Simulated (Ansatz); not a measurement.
# Phonons of AlN (F-43m) against volume, part 2 of 3

Aim: how do the optical modes of AlN (F-43m) move with volume?

Ansatz 0.2.0; DFT LDA, scalar-relativistic, plane waves, PAW; PAW set soft_1.

So far. Step 3 (Tight relaxation): The forces vanish by symmetry and the pressure is 0.001 GPa, within the tolerances set. The cell now holds 10.23 Å³/atom.

## Step 4: Zone-centre response at rest

The modes at rest are the reference of the series, and the response to a field gives the dielectric tensor and the Born charges.

input.yaml

```yaml
crystal:
  lattice:
    - [0.0, 2.1710446087, 2.1710446087]
    - [2.1710446087, 0.0, 2.1710446087]
    - [2.1710446087, 2.1710446087, 0.0]
  atoms:
    - { symbol: "N", position: [0.25, 0.25, 0.25] }
    - { symbol: Al, position: [0.0, 0.0, 0.0] }
kpoints:
  mp_grid: { grid: [12, 12, 12] }
hamiltonian:
  xc: lda
  pseudopotentials: { kind: paw, azcp: { folder: soft_1 }, xc_functional: pbe }
scf:
  occupations: { method: fixed }
output:
  eigenvalues: true
phonons:
  method: dfpt
  dielectric: true
  rigid_motions: translations
  raman: true
```

Launch:

```bash
$ ansatz run input.yaml --threads 4 --pin off --max-ram 10240MiB --backend cpu --events-out ev --progress --plain --runs-dir out
```

Numbers of over 12 decimals in the logs are rounded to 6 here.

Log:

```text
[...]
Crystal: 2 atoms, lattice volume = 20.466 Å³
Basis set: ecut = 420 eV, 411 PW (Γ), exchange–correlation on 48×48×48 points (8 copies of the dense FFT grid, shifted against one another)
Bands: 8, of which v1, the nominal top of the filled ones, is band 4 counted from 1 (3 counted from 0)
Symmetry: 24 space group operations
k-points: 280 of 1728 (irreducible under 4 space group operations, time reversal used)
[...]
SCF iter   1: F=—  HF=-891.330860 eV  |F-HF|=—  |Δ(HF+E_count)|=         —  Δρ=1.37e-1  dr2=4.64e0  ethr=3.10e-3  ⟨swp⟩=4.1  Hψ=14596  notcnv=0  defer=5
[...]
SCF iter   8: F=-889.811233 eV  HF=-889.811233 eV  |F-HF|=6.82e-13  |Δ(HF+E_count)|=  1.87e-10  Δρ=1.37e-7  dr2=1.48e-12  ethr=1.25e-12  ⟨swp⟩=5.7  Hψ=9863  notcnv=0
SCF 1 converged in 8 iterations: F = -889.811233 eV  dr2 = 1.48e-12
[...]
NSCF: frozen V_eff on 1 k-points
DFPT response loops at Γ: preconditioner auto → none (the input reference at scf.mixing.eps_inf says where Resta's filter doesn't serve); β = 0.50; Broyden in place of MSR1
── the response to a field inside a basis, on 12×12×12 k-points: an SCF that follows is theirs, and a resumed run solves both again ──
Bands: 5, of which v1, the nominal top of the filled ones, is band 4 counted from 1 (3 counted from 0)
k-points: 182 of 1728 (irreducible under 6 space group operations, time reversal used)
[...]
Eigensolver: Dense (182 Hₖ)
SCF iter   1: F=—  HF=-889.813455 eV  |F-HF|=—  |Δ(HF+E_count)|=         —  Δρ=5.09e-4  dr2=6.86e-6  ethr=1.00e-1
[...]
SCF iter   5: F=-889.813456 eV  HF=-889.813456 eV  |F-HF|=0.00e0  |Δ(HF+E_count)|=  2.22e-10  Δρ=1.17e-7  dr2=7.07e-13  ethr=3.47e-11
SCF 1 converged in 5 iterations: F = -889.813456 eV  dr2 = 7.07e-13
[...]
SCF converged after 8 iterations
Free energy (F): -889.811233 eV
[...]
Internal energy: -889.811233 eV  (E = F + TS)
E sigma→0 (E₀):  -889.811233 eV
Fermi energy:    6.855611 eV
[...]
--- Band table (eV; the first three rows and the last of 280) ---
[...]
--- Phonons (Γ-DFPT): 2 representative perturbations + reference, on 280 of 1728 k-points (Σ response iterations 6) ---
  k mesh reduced under 4 symmetry operations, with k and −k counted as one. Each operation leaves every solved perturbation unchanged. A smaller set is not considered because the run solves the response to a homogeneous field
  ASR residual: 6.801e-5 → 0.000e0 eV/Å²; symmetrization residual: 2.002e-7 eV/Å²
  ASR residual per site (eV/Å²): 6.80e-5 2.03e-5
  Γ frequencies (cm⁻¹): 0.00 0.00 0.00 664.97 664.97 664.97
  ε∞ (high-frequency dielectric tensor):
        4.538987     0.000000     0.000000
       -0.000000     4.538987     0.000000
        0.000000     0.000000     4.538987
  ε⁰ (static dielectric tensor: ions relaxed, cell fixed):
        8.356665     0.000000     0.000000
       -0.000000     8.356665    -0.000000
        0.000000    -0.000000     8.356665
  ε⁰ − ε∞ (ionic part):
        3.817678     0.000000     0.000000
        0.000000     3.817678    -0.000000
        0.000000    -0.000000     3.817678
  softest optical mode at Γ: 664.97 cm⁻¹; the repairs (sum rule, projections) moved no ω² at Γ by more than (1.16 cm⁻¹)²
  Born effective charges Z* (e; rows j = field, columns β = displacement):
    site 0:
        -2.54439    0.00000   -0.00000
        -0.00000   -2.54439   -0.00000
        -0.00000    0.00000   -2.54439
    site 1:
         2.54439   -0.00000    0.00000
         0.00000    2.54439    0.00000
         0.00000   -0.00000    2.54439
  Z* charge neutrality: 8.144e-6 e pre-enforcement
  k-mesh period / interband length: 36.8 Å / 1.68 Å = 21.91 at k = (0.0000, 0.0000, 0.0000), direct gap 4.387 eV — 14 or more, which is no proof of convergence
  Raman tensors (in the event stream and the table raman_tensors.tsv): an entry may err by 5.8e-4 Å², one of the second-order susceptibility by 1.4e-3 pm/V (basis, points and sum rule); their sum over the sites missed zero by 2.752e-6 Å² ahead of its enforcement
  optical modes at Γ without the LO–TO term, one row a degenerate level:
      ω (cm⁻¹)  modes    IR ((D/Å)²/amu)  static Raman (Å⁴/amu)  depolarisation
        664.97      3            48.5963                16.1305           0.750
  optical modes at Γ + LO–TO along q̂ = [1.0000, 0.0000, 0.0000]:
      ω (cm⁻¹)  modes    IR ((D/Å)²/amu)  static Raman (Å⁴/amu)  depolarisation
        664.97      2            32.3975                10.7537           0.750
        902.28      1            16.1988                 4.9435           0.750
  optical modes at Γ + LO–TO along q̂ = [0.0000, 1.0000, 0.0000]:
      ω (cm⁻¹)  modes    IR ((D/Å)²/amu)  static Raman (Å⁴/amu)  depolarisation
        664.97      2            32.3975                10.7537           0.750
        902.28      1            16.1988                 4.9435           0.750
  optical modes at Γ + LO–TO along q̂ = [0.0000, 0.0000, 1.0000]:
      ω (cm⁻¹)  modes    IR ((D/Å)²/amu)  static Raman (Å⁴/amu)  depolarisation
        664.97      2            32.3975                10.7537           0.750
        902.28      1            16.1988                 4.9435           0.750
```

Elapsed: 25 s, on 4 threads of AMD EPYC 7B13 (Zen 3), shared host; peak memory 0.74 GiB; 91 s of CPU time.

This step gave:

```yaml
sum_rule_residual_before_enforcement: 6.80e-5 eV/Å²
miss_of_the_charge_sum_rule: 8.14e-6 e
point_group: -43m
highest_optical_mode_at_the_zone_centre_no_lo_to_term: 665.0 cm⁻¹
lowest_optical_zone_centre_mode: 665.0 cm⁻¹
mean_high_frequency_dielectric_constant: 4.539
largest_born_charge_third_of_the_trace: -2.544 e
mean_static_dielectric_constant: 8.357
top_of_the_zone_centre_spectrum_with_the_field: 902.3 cm⁻¹
```

Without the LO-TO term. Patterns of degenerate modes are one choice out of their space. The modes at Γ (shares of kinetic energy by element, %):

```tsv
mode	frequency (cm⁻¹)	symmetry	N %	Al %
1	0.0	acoustic	34	66
2	0.0	acoustic	34	66
3	0.0	acoustic	34	66
4	665.0	T2	66	34
5	665.0	T2	66	34
6	665.0	T2	66	34
```

Displacements in mode 5 (665.0 cm⁻¹), the largest set to 1:
```
N1   0.00  1.00  0.00
Al2  0.00 -0.52  0.00
```

Optical modes at the zone centre, without and with the macroscopic field of the longitudinal modes; each column is sorted by frequency, so a row need not hold one and the same mode. Modes with and without the field, by row:

```tsv
rank among optical modes	no field (cm⁻¹)	q along (1, 0, 0) (cm⁻¹)
1	665	665
2	665	665
3	665	902.3
```

Born charge (rows field, columns displacement) (e), principal values of the symmetric part by kind of site:

```tsv
atom	atoms with these values	low	middle	high	mean
N1	1	-2.54	-2.54	-2.54	-2.54
Al2	1	2.54	2.54	2.54	2.54
```

In full for Al2:

```
2.54 0.00 0.00
0.00 2.54 0.00
0.00 0.00 2.54
```

High-frequency dielectric tensor:

```
4.54 0.00 0.00
0.00 4.54 0.00
0.00 0.00 4.54
```

Static dielectric tensor (ions relaxed, fixed cell):

```
8.36 0.00 0.00
0.00 8.36 0.00
0.00 0.00 8.36
```

Transverse modes. Lines of the infrared spectrum (strongest = 100):

```tsv
position (cm⁻¹)	label	relative intensity
665	T2	100
```

Activity x (w_L - w)^4 (n + 1)/w, 532 nm, 300 K; modes without the macroscopic field alone. Raman lines, with heights relative to the strongest:

```tsv
position (cm⁻¹)	label	relative intensity
665	T2	100
```

Before it was imposed, the acoustic sum rule was missed by 6.8e-5 eV/Å² and the charge sum rule by 8.1e-6 e. Small misses are needed for a sound result but don't prove that mesh and cutoff are converged. The lowest optical mode is real, 665 cm⁻¹.

## Step 5: Ground state of a member: 1.06 times the volume at rest

The cell is set to 1.06 times the volume at rest; symmetry leaves nothing else free, so this is a single point.

input.yaml, the sections that differ from step 4:

```yaml
crystal:
  lattice:
    - [0.0, 2.213624921, 2.213624921]
    - [2.213624921, 0.0, 2.213624921]
    - [2.213624921, 2.213624921, 0.0]
  atoms:
    - { symbol: "N", position: [0.25, 0.25, 0.25] }
    - { symbol: Al, position: [0.0, 0.0, 0.0] }
output:
  forces: true
  stress: true
  eigenvalues: true
# kpoints, hamiltonian, scf: as in step 4
# phonons: removed
```

Log:

```text
[...]
Crystal: 2 atoms, lattice volume = 21.694 Å³
Basis set: ecut = 420 eV, 411 PW (Γ)
Bands: 8, of which v1, the nominal top of the filled ones, is band 4 counted from 1 (3 counted from 0)
Symmetry: 24 space group operations
[...]
k-points: 72 of 1728 (time reversal used)
[...]
SCF iter   1: F=—  HF=-891.149843 eV  |F-HF|=—  |Δ(HF+E_count)|=         —  Δρ=1.27e-1  dr2=4.37e0  ethr=3.10e-3  ⟨swp⟩=4.1  Hψ=3772  notcnv=0  defer=4
[...]
SCF iter   6: F=-889.767297 eV  HF=-889.767297 eV  |F-HF|=2.47e-8  |Δ(HF+E_count)|=   3.99e-6  Δρ=2.53e-5  dr2=6.24e-8  ethr=1.25e-9  ⟨swp⟩=4.5  Hψ=3243  notcnv=0
SCF 1 converged in 6 iterations: F = -889.767297 eV  dr2 = 6.24e-8
[...]
SCF converged after 6 iterations
Free energy (F): -889.767297 eV
[...]
Internal energy: -889.767297 eV  (E = F + TS)
E sigma→0 (E₀):  -889.767297 eV
Fermi energy:    6.255016 eV
[...]
--- Stress (GPa, compression-positive) ---
      -10.940567      -0.000000      -0.000000
       -0.000000     -10.940567       0.000000
       -0.000000       0.000000     -10.940567
  P = ⅓ Tr σ = -10.9406 GPa (-109.406 kbar)
--- Band table (eV; the first three rows and the last of 72) ---
[...]
```

Elapsed: 0.45 s, on 4 threads; peak memory 0.33 GiB; 1.2 s of CPU time.

This step gave:

```yaml
pressure: -10.94 GPa
gap_on_the_k_mesh: 3.220 eV
volume_per_atom: 10.85 Å³
```

The forces vanish by symmetry, at a pressure of -10.94 GPa.

## Step 6: Zone-centre modes of the member: 1.06 times the volume at rest

The zone-centre modes follow for 1.06 times the volume at rest, with the response to a field.

input.yaml: that of step 5 with these lines changed.

```diff
@@ -16,4 +16,6 @@
 output:
-  forces: true
-  stress: true
   eigenvalues: true
+phonons:
+  method: dfpt
+  dielectric: true
+  rigid_motions: translations
```

Log:

```text
[...]
Crystal: 2 atoms, lattice volume = 21.694 Å³
Basis set: ecut = 420 eV, 411 PW (Γ), exchange–correlation on 48×48×48 points (8 copies of the dense FFT grid, shifted against one another)
Bands: 8, of which v1, the nominal top of the filled ones, is band 4 counted from 1 (3 counted from 0)
Symmetry: 24 space group operations
k-points: 280 of 1728 (irreducible under 4 space group operations, time reversal used)
[...]
SCF iter   1: F=—  HF=-891.149850 eV  |F-HF|=—  |Δ(HF+E_count)|=         —  Δρ=1.27e-1  dr2=4.37e0  ethr=3.10e-3  ⟨swp⟩=4.1  Hψ=14637  notcnv=0  defer=14
[...]
SCF iter   8: F=-889.767297 eV  HF=-889.767297 eV  |F-HF|=1.14e-12  |Δ(HF+E_count)|=  6.93e-11  Δρ=1.78e-7  dr2=2.61e-12  ethr=1.25e-12  ⟨swp⟩=5.7  Hψ=10015  notcnv=0
SCF 1 converged in 8 iterations: F = -889.767297 eV  dr2 = 2.61e-12
[...]
SCF converged after 8 iterations
Free energy (F): -889.767297 eV
[...]
Internal energy: -889.767297 eV  (E = F + TS)
E sigma→0 (E₀):  -889.767297 eV
Fermi energy:    6.254940 eV
[...]
--- Band table (eV; the first three rows and the last of 280) ---
[...]
ASR residual: 5.286e-5 → 0.000e0 eV/Å²; symmetrization residual: 1.502e-7 eV/Å²
  ASR residual per site (eV/Å²): 5.29e-5 2.61e-5
  Γ frequencies (cm⁻¹): 0.00 0.00 0.00 610.60 610.60 610.60
  ε∞ (high-frequency dielectric tensor):
        4.647501     0.000000    -0.000000
       -0.000000     4.647501    -0.000000
        0.000000    -0.000000     4.647501
  ε⁰ (static dielectric tensor: ions relaxed, cell fixed):
        8.945389    -0.000000     0.000000
       -0.000000     8.945389     0.000000
        0.000000     0.000000     8.945389
  ε⁰ − ε∞ (ionic part):
        4.297888    -0.000000     0.000000
       -0.000000     4.297888     0.000000
        0.000000     0.000000     4.297888
[...]
Born effective charges Z* (e; rows j = field, columns β = displacement):
    site 0:
        -2.55224    0.00000   -0.00000
        -0.00000   -2.55224   -0.00000
        -0.00000    0.00000   -2.55224
    site 1:
         2.55224   -0.00000    0.00000
         0.00000    2.55224    0.00000
         0.00000    0.00000    2.55224
  Z* charge neutrality: 9.213e-6 e pre-enforcement
[...]
optical modes at Γ without the LO–TO term, one row a degenerate level:
      ω (cm⁻¹)  modes    IR ((D/Å)²/amu)
        610.60      3            48.8963
  optical modes at Γ + LO–TO along q̂ = [1.0000, 0.0000, 0.0000]:
      ω (cm⁻¹)  modes    IR ((D/Å)²/amu)
        610.60      2            32.5975
        847.13      1            16.2988
  optical modes at Γ + LO–TO along q̂ = [0.0000, 1.0000, 0.0000]:
      ω (cm⁻¹)  modes    IR ((D/Å)²/amu)
        610.60      2            32.5975
        847.13      1            16.2988
  optical modes at Γ + LO–TO along q̂ = [0.0000, 0.0000, 1.0000]:
      ω (cm⁻¹)  modes    IR ((D/Å)²/amu)
        610.60      2            32.5975
        847.13      1            16.2988
```

Elapsed: 4.6 s, on 4 threads; peak memory 0.49 GiB; 16 s of CPU time.

Numbers from this step:

* gap on the k-mesh: 3.221 eV
* sum-rule residual before enforcement: 5.29e-5 eV/Å²
* miss of the charge sum rule: 9.21e-6 e
* highest optical mode at the zone centre (no LO-TO term): 610.6 cm⁻¹
* lowest optical zone-centre mode: 610.6 cm⁻¹
* mean high-frequency dielectric constant: 4.647
* largest Born charge (third of the trace): -2.552 e
* mean static dielectric constant: 8.945
* top of the zone-centre spectrum with the field: 847.1 cm⁻¹

Without the LO-TO term. Patterns of degenerate modes are one choice out of their space. The modes at Γ (shares of kinetic energy by element, %):

```tsv
mode	frequency (cm⁻¹)	symmetry	N %	Al %
1	0.0	acoustic	34	66
2	0.0	acoustic	34	66
3	0.0	acoustic	34	66
4	610.6	T2	66	34
5	610.6	T2	66	34
6	610.6	T2	66	34
```

Transverse modes. Infrared lines, with heights relative to the strongest:

```tsv
position (cm⁻¹)	label	relative intensity
611	T2	100
```

The optical mode without the LO-TO term lies at 610.6 cm⁻¹.

For the mean static dielectric tensor (ions relaxed, fixed cell), step 4 gave 8.36; this run, with volume ratio 1.06, gives 8.95 (+7 %).

(Part 2 of 3 ends here.)

[Logs are printed without paths, hosts, clocks, repeated set-up lines and the standing remarks that a program may print on its own settings, such as how far it seeks lower states.]

[Hosts, paths, dates, database ids (printed as entryN), source tags and the programs' standing remarks are cut or masked in the printed files.]
